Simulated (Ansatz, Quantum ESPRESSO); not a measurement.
# Ag chain with one bond drawn out by 0.3 Å: ballistic transmission, part 3 of 4

How well does the junction conduct in the ballistic limit? It is: Ag chain with one bond drawn out by 0.3 Å.

Quantum ESPRESSO 7.5; plane-wave DFT, PBE, GBRV ultrasoft pseudopotentials; cross-check by Ansatz 0.2.0 with PAW datasets.

So far. Step 2 (SCF with pw.x): The run needed 16 iterations to bring the estimated error under 1e-07 Ry; the largest force on any atom, held or free, is 0.51 eV/Å. Step 3 (Transmission with pwcond.x): At no point does T exceed the number of channels.

### 4. The open system, with nz1 = 1

Level of this step: transmission by pwcond, lead and junction from one cell; plane-wave DFT, PBE, GBRV ultrasoft pseudopotentials (Quantum ESPRESSO).

A sensitivity test on the input.

cond.w.in reads:

```
&inputcond
  outdir = './out'
  prefixt = 'scf'
  tran_file = 'cond.w.dat'
  bdl = 0.7093333333
  bds = 4.2960000000
  ikind = 1
  ewind = 4.0
  epsproj = 1e-05
  nz1 = 1
  energy0 = 2.0
  denergy = -0.1
/
1
  0.00000000 0.00000000 1.00000000
41
```

Run with:

```
> OMP_NUM_THREADS=1 mpirun -n 4 pwcond.x -in cond.w.in > cond.w.out
```

Output:

```text
[banner, memory and clock lines left out]
Program PWCOND v.7.5 starts
[citation notice left out]

[...]
./out/scf.save/

[...]
negative rho (up, down):  4.882E-03 0.000E+00
     Reading collected, re-writing distributed wavefunctions

===== INPUT FILE containing all the regions =====

     GEOMETRY:

     lattice parameter (alat)  =      14.1729  a.u.
     the volume                =   12230.5127 (a.u.)^3
     the cross section         =     200.8724 (a.u.)^2
     l of the unit cell        =       4.2960 (alat)
     number of atoms/cell      =           12
     number of atomic types    =            1

     crystal axes: (cart. coord. in units of alat)
               a(1) = (  1.0000  0.0000  0.0000 )
               a(2) = (  0.0000  1.0000  0.0000 )
               a(3) = (  0.0000  0.0000  4.2960 )

   Cartesian axes

     site n.     atom                  positions (alat units)
          1        Ag     tau(  1)=(  0.5000  0.5000  4.2960  )
          2        Ag     tau(  2)=(  0.5000  0.5000  0.3547  )
          3        Ag     tau(  3)=(  0.5000  0.5000  0.7093  )
          4        Ag     tau(  4)=(  0.5000  0.5000  1.0640  )
          5        Ag     tau(  5)=(  0.5000  0.5000  1.4187  )
          6        Ag     tau(  6)=(  0.5000  0.5000  1.7733  )
          7        Ag     tau(  7)=(  0.5000  0.5000  2.1680  )
          8        Ag     tau(  8)=(  0.5000  0.5000  2.5227  )
          9        Ag     tau(  9)=(  0.5000  0.5000  2.8773  )
         10        Ag     tau( 10)=(  0.5000  0.5000  3.2320  )
         11        Ag     tau( 11)=(  0.5000  0.5000  3.5867  )
         12        Ag     tau( 12)=(  0.5000  0.5000  3.9413  )

     nr1s                      =           54
     nr2s                      =           54
     nr3s                      =          240
     nr1sx                     =           54
     nr2sx                     =           54
     nr3sx                     =          240
     nr1                       =           60
     nr2                       =           60
     nr3                       =          256
     nr1x                      =           60
     nr2x                      =           60
     nr3x                      =          256

 _______________________________
  Radii of nonlocal spheres:

     type       ibeta     ang. mom.          radius (alat units)
       Ag         1         0                    0.1223
       Ag         2         0                    0.1223
       Ag         3         1                    0.1223
       Ag         4         1                    0.1223
       Ag         5         2                    0.1223
       Ag         6         2                    0.1223
----- General information -----

--- T calc. with identical leads (ikind=1) ---

     nrx                       =           54
     nry                       =           54
     nz1                       =            1

     energy0               =         2.0E+00
     denergy               =        -1.0E-01
     nenergy               =         41
     ecut2d                =         3.4E+01
     ewind                 =         4.0E+00
     epsproj               =         1.0E-05

     number of k_|| points=    1
                       cryst. coord.
        k(    1) = (   0.0000000   0.0000000), wk =   1.0000000
----- Information about left/right lead -----

     nocros                   =           18
     noins                    =           18
     norb                     =           54
     norbf                    =          198
     nrz                      =           40

      iorb      type   ibeta   ang. mom.   m       position (alat)
        1        1       1        0        1   taunew(   1)=(  0.5000  0.5000  0.0000)
        2        1       2        0        1   taunew(   2)=(  0.5000  0.5000  0.0000)
[...]
54        1       6        2        5   taunew(  54)=(  0.5000  0.5000  0.7093)
    k slab    z(k)  z(k+1)     crossing(iorb=1,norb)
    1   0.0000 0.0177 0.0177   111111111111111111000000000000000000000000000000000000
    2   0.0177 0.0355 0.0177   111111111111111111000000000000000000000000000000000000
[...]
40   0.6916 0.7093 0.0177   000000000000000000000000000000000000111111111111111111
----- Information about scattering region -----

     noins                    =          162
     norb                     =          198
     norbf                    =          198
     nrz                      =          200

      iorb      type   ibeta   ang. mom.   m       position (alat)
        1        1       1        0        1   taunew(   1)=(  0.5000  0.5000  0.0000)
        2        1       2        0        1   taunew(   2)=(  0.5000  0.5000  0.0000)
[...]
198        1       6        2        5   taunew( 198)=(  0.5000  0.5000  3.5867)
 ngper, shell number =          545          70
 ngper, n2d =          545         171
---  E-Ef =    2.0000000  k =    0.0000000   0.0000000
---  ie =          1  ik =          1
 Nchannels of the left tip =            1
 Right moving states:
   k1(2pi/a)   k2(2pi/a)   E-Ef (eV)
  -0.2231442  -0.0000013   2.0000000
 Left moving states:
   k1(2pi/a)   k2(2pi/a)   E-Ef (eV)
   0.2231443  -0.0000013   2.0000000

 to transmit
 Band j to band i transmissions and reflections:
    j         i     |T_ij|^2    |R_ij|^2

    1 -->     1     0.99212     0.00788
   Total T_j, R_j =    0.99212  0.00788

E-Ef(ev), T(x2 spins) =    2.0000000   1.9842319
---  E-Ef =    1.9000000  k =    0.0000000   0.0000000
---  ie =          2  ik =          1
 Nchannels of the left tip =            1
 Right moving states:
   k1(2pi/a)   k2(2pi/a)   E-Ef (eV)
  -0.2335402  -0.0000013   1.9000000
 Left moving states:
   k1(2pi/a)   k2(2pi/a)   E-Ef (eV)
   0.2335403  -0.0000013   1.9000000

 to transmit
 Band j to band i transmissions and reflections:
    j         i     |T_ij|^2    |R_ij|^2

    1 -->     1     0.99133     0.00867
   Total T_j, R_j =    0.99133  0.00867

E-Ef(ev), T(x2 spins) =    1.9000000   1.9826564
---  E-Ef =    1.8000000  k =    0.0000000   0.0000000
---  ie =          3  ik =          1
 Nchannels of the left tip =            1
 Right moving states:
   k1(2pi/a)   k2(2pi/a)   E-Ef (eV)
  -0.2440940  -0.0000013   1.8000000
 Left moving states:
   k1(2pi/a)   k2(2pi/a)   E-Ef (eV)
   0.2440941  -0.0000013   1.8000000

 to transmit
 Band j to band i transmissions and reflections:
    j         i     |T_ij|^2    |R_ij|^2

    1 -->     1     0.99052     0.00948
   Total T_j, R_j =    0.99052  0.00948

E-Ef(ev), T(x2 spins) =    1.8000000   1.9810433
[... further energies and points left out ...]
---  E-Ef =   -1.8000000  k =    0.0000000   0.0000000
---  ie =         39  ik =          1
 Nchannels of the left tip =            3
 Right moving states:
   k1(2pi/a)   k2(2pi/a)   E-Ef (eV)
  -0.0957357  -0.0000016  -1.8000000
  -0.0957862  -0.0000016  -1.8000000
  -0.2346375  -0.0000013  -1.8000000
 Left moving states:
   k1(2pi/a)   k2(2pi/a)   E-Ef (eV)
   0.0957862  -0.0000016  -1.8000000
   0.0957862  -0.0000016  -1.8000000
   0.2346375  -0.0000013  -1.8000000

 to transmit
 Band j to band i transmissions and reflections:
    j         i     |T_ij|^2    |R_ij|^2

    1 -->     1     0.46342     0.00078
    1 -->     2     0.00000     0.53579
    1 -->     3     0.00000     0.00000
   Total T_j, R_j =    0.46342  0.53658

    2 -->     1     0.00000     0.53570
    2 -->     2     0.46352     0.00078
    2 -->     3     0.00000     0.00000
   Total T_j, R_j =    0.46352  0.53648

    3 -->     1     0.00000     0.00000
    3 -->     2     0.00000     0.00000
    3 -->     3     0.71265     0.28735
   Total T_j, R_j =    0.71265  0.28735

E-Ef(ev), T(x2 spins) =   -1.8000000   3.2791856
---  E-Ef =   -1.9000000  k =    0.0000000   0.0000000
---  ie =         40  ik =          1
 Nchannels of the left tip =            3
 Right moving states:
   k1(2pi/a)   k2(2pi/a)   E-Ef (eV)
  -0.1670421  -0.0000016  -1.9000000
  -0.1670421  -0.0000016  -1.9000000
  -0.2687169  -0.0000013  -1.9000000
 Left moving states:
   k1(2pi/a)   k2(2pi/a)   E-Ef (eV)
   0.1670420  -0.0000016  -1.9000000
   0.1670420  -0.0000016  -1.9000000
   0.2687169  -0.0000013  -1.9000000

 to transmit
 Band j to band i transmissions and reflections:
    j         i     |T_ij|^2    |R_ij|^2

    1 -->     1     0.62294     0.01127
    1 -->     2     0.00000     0.36579
    1 -->     3     0.00000     0.00000
   Total T_j, R_j =    0.62294  0.37706

    2 -->     1     0.00000     0.36574
    2 -->     2     0.62300     0.01127
    2 -->     3     0.00000     0.00000
   Total T_j, R_j =    0.62300  0.37700

    3 -->     1     0.00000     0.00000
    3 -->     2     0.00000     0.00000
    3 -->     3     0.74711     0.25289
   Total T_j, R_j =    0.74711  0.25289

E-Ef(ev), T(x2 spins) =   -1.9000000   3.9860837
---  E-Ef =   -2.0000000  k =    0.0000000   0.0000000
---  ie =         41  ik =          1
 Nchannels of the left tip =            3
 Right moving states:
   k1(2pi/a)   k2(2pi/a)   E-Ef (eV)
  -0.2191849  -0.0000016  -2.0000000
  -0.2191849  -0.0000016  -2.0000000
  -0.2989479  -0.0000013  -2.0000000
 Left moving states:
   k1(2pi/a)   k2(2pi/a)   E-Ef (eV)
   0.2191848  -0.0000016  -2.0000000
   0.2191848  -0.0000016  -2.0000000
   0.2989479  -0.0000013  -2.0000000

 to transmit
 Band j to band i transmissions and reflections:
    j         i     |T_ij|^2    |R_ij|^2

    1 -->     1     0.67693     0.01580
    1 -->     2     0.00000     0.30727
    1 -->     3     0.00000     0.00000
   Total T_j, R_j =    0.67693  0.32307

    2 -->     1     0.00000     0.30726
    2 -->     2     0.67693     0.01580
    2 -->     3     0.00000     0.00000
   Total T_j, R_j =    0.67693  0.32307

    3 -->     1     0.00000     0.00000
    3 -->     2     0.00000     0.00000
    3 -->     3     0.75469     0.24531
   Total T_j, R_j =    0.75469  0.24531

E-Ef(ev), T(x2 spins) =   -2.0000000   4.2170984
   T_tot     2.00000      0.19842E+01
   T_tot     1.90000      0.19827E+01
   T_tot     1.80000      0.19810E+01
   T_tot     1.70000      0.19794E+01
   T_tot     1.60000      0.19777E+01
   T_tot     1.50000      0.19759E+01
   T_tot     1.40000      0.19741E+01
   T_tot     1.30000      0.19723E+01
   T_tot     1.20000      0.19705E+01
   T_tot     1.10000      0.19687E+01
   T_tot     1.00000      0.19670E+01
   T_tot     0.90000      0.19653E+01
   T_tot     0.80000      0.19637E+01
   T_tot     0.70000      0.19622E+01
   T_tot     0.60000      0.19607E+01
   T_tot     0.50000      0.19592E+01
   T_tot     0.40000      0.19578E+01
   T_tot     0.30000      0.19564E+01
   T_tot     0.20000      0.19550E+01
   T_tot     0.10000      0.19538E+01
   T_tot    -0.00000      0.19524E+01
   T_tot    -0.10000      0.19510E+01
   T_tot    -0.20000      0.19495E+01
   T_tot    -0.30000      0.19468E+01
   T_tot    -0.40000      0.19417E+01
   T_tot    -0.50000      0.19327E+01
   T_tot    -0.60000      0.19176E+01
   T_tot    -0.70000      0.18929E+01
   T_tot    -0.80000      0.18496E+01
   T_tot    -0.90000      0.17643E+01
   T_tot    -1.00000      0.15420E+01
   T_tot    -1.10000      0.00000E+00
   T_tot    -1.20000      0.00000E+00
   T_tot    -1.30000      0.00000E+00
   T_tot    -1.40000      0.00000E+00
   T_tot    -1.50000      0.74400E-01
   T_tot    -1.60000      0.10910E+01
   T_tot    -1.70000      0.12929E+01
   T_tot    -1.80000      0.32792E+01
   T_tot    -1.90000      0.39861E+01
   T_tot    -2.00000      0.42171E+01

[...]
```

It took 3.3 min on 4 MPI ranks of Arm Neoverse V2, shared host; peak memory 0.46 GiB; 13 min of CPU time.

The changed values were drawn from a wide range, not chosen for quality; the comparison shows what they did here together.

Beside the run it was changed from:

```csv
quantity,this run,unchanged run,difference
"transmission at the Fermi level, one spin",0.9762,0.9737,0.0025
"lead channels at the Fermi level, one spin",1,1,0
wall time (s),197,219,
```

Over all energies T moves by up to 1.4, at -1.9 eV, where the two runs count unlike lead channels.

The physical values in this table move by up to 0.26 %.

(Continued in part 4 of 4.)

[Logs are printed without paths, hosts, clocks, repeated set-up lines and the standing remarks that a program may print on its own settings, such as how far it seeks lower states.]

[Hosts, paths, dates, database ids (printed as entryN), source tags and the programs' standing remarks are cut or masked in the printed files.]

[Maps of the electrostatic potential energy from Ansatz leave out the sawtooth potential of an applied field or a dipole correction, so their vacuum need not be flat; planar profiles and work functions include it.]
